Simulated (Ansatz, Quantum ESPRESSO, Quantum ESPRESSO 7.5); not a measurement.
# honeycomb AsSb, 1 layer: biaxial strain by an ASE script

Aim: band edges, gap and stiffness of honeycomb AsSb, 1 layer under biaxial strain.

Method: plane-wave DFT, PBE, GBRV ultrasoft pseudopotentials (geometry by Ansatz 0.2.0 with PAW datasets; geometry under PBE), in Quantum ESPRESSO 7.5.

### Step 1. The starting structure

The cell holds 2 atoms: 1 Sb and 1 As. Cell: a = 3.860 Å, b = 3.860 Å, c = 16.520 Å, α = 90.0°, β = 90.0°, γ = 120.0°. It derives from AsSb. Vacuum lies along c.

This sheet is a model structure: its symmetry is held, and its stability is not tested here.

### Step 2. Geometry from Ansatz

The geometry comes first, from a plane-wave PAW code, so that the later runs on this slab share one structure.

input.yaml reads:

```yaml
crystal:
  lattice:
    - [3.86, 0.0, 0.0]
    - [-1.93, 3.3428580586, 0.0]
    - [0.0, 0.0, 16.52]
  atoms:
    - { symbol: Sb, position: [0.6666666667, 0.3333333333, 0.4539951574] }
    - { symbol: As, position: [0.3333333333, 0.6666666667, 0.5460048426] }
kpoints:
  mp_grid: { grid: [12, 12, 1] }
hamiltonian:
  xc: pbe
scf:
  occupations: { method: fermi_dirac, width: 0.05 }
  convergence: { dr2_threshold: 1.0e-08 }
efield:
  axis: 3
  dipole_correction: true
  ramp_position: 0.97
  ramp_width: 0.04
relax:
  f_tol: 0.01
  cell: { fix: [c, alpha, beta] }
output:
  write_potential: true
  write_density: true
  volumetric_format: npy
```

Launch:

```console
$ ansatz run input.yaml --threads 2 --pin off --max-ram 4096MiB --backend cpu --events-out ev --progress --plain --runs-dir out
```

Then come: the script; running the series: PBE, SSSP efficiency; A check by hand. Settings of the main run: cutoff 40 Ry, smearing, fd smearing, smearing width 0.002 Ry, SCF threshold 1.00e-9, maxstep 100, strains (-0.03, -0.015, 0, 0.015, 0.03), filled 10, k 12, k2 12, gbrv-pbe-1.5 potentials, 12×12×1 k-mesh, assume isolated esm, esm bc bc1.

What does the calculation give for the C11 + C12, heights clamped, PBE, GBRV ultrasoft; and C11 + C12, heights clamped, PBE, SSSP efficiency?

The sheet's biaxial stiffness comes to 60 N/m and its gap at zero strain to 1.50 eV (PBE, GBRV ultrasoft). From −3 % to +3 % the gap on the mesh goes from 1.32 to 1.51 eV, through a peak of 1.58 eV; it is direct at some strains and indirect at others. The conduction bottom bends along the series, so the script's straight-line slope describes it poorly.

* C11 + C12, heights clamped, PBE, GBRV ultrasoft: 60 N/m
* valence top below the mean of the two vacuum levels at zero strain, PBE, GBRV ultrasoft: 5.16 eV
* shift of the valence top per unit biaxial strain, PBE, GBRV ultrasoft: -6.1 eV
* C11 + C12, heights clamped, PBE, SSSP efficiency: 60 N/m
* valence top below the mean of the two vacuum levels at zero strain, PBE, SSSP efficiency: 5.15 eV
* shift of the valence top per unit biaxial strain, PBE, SSSP efficiency: -6.1 eV

Heights are clamped under strain, which makes a sheet with several atomic planes too stiff. Semilocal gaps are too small. The sheet carries a dipole, so the two faces have unlike vacuum levels and the zero lies between them. Spin-orbit coupling is left out; depending on the atoms that carry the levels of interest, it can split and shift them by tens to hundreds of meV.

[Logs are printed without paths, hosts, clocks, repeated set-up lines and the standing remarks that a program may print on its own settings, such as how far it seeks lower states.]

[Hosts, paths, dates, database ids (printed as entryN), source tags and the programs' standing remarks are cut or masked in the printed files.]

[Maps of the electrostatic potential energy from Ansatz leave out the sawtooth potential of an applied field or a dipole correction, so their vacuum need not be flat; planar profiles and work functions include it.]
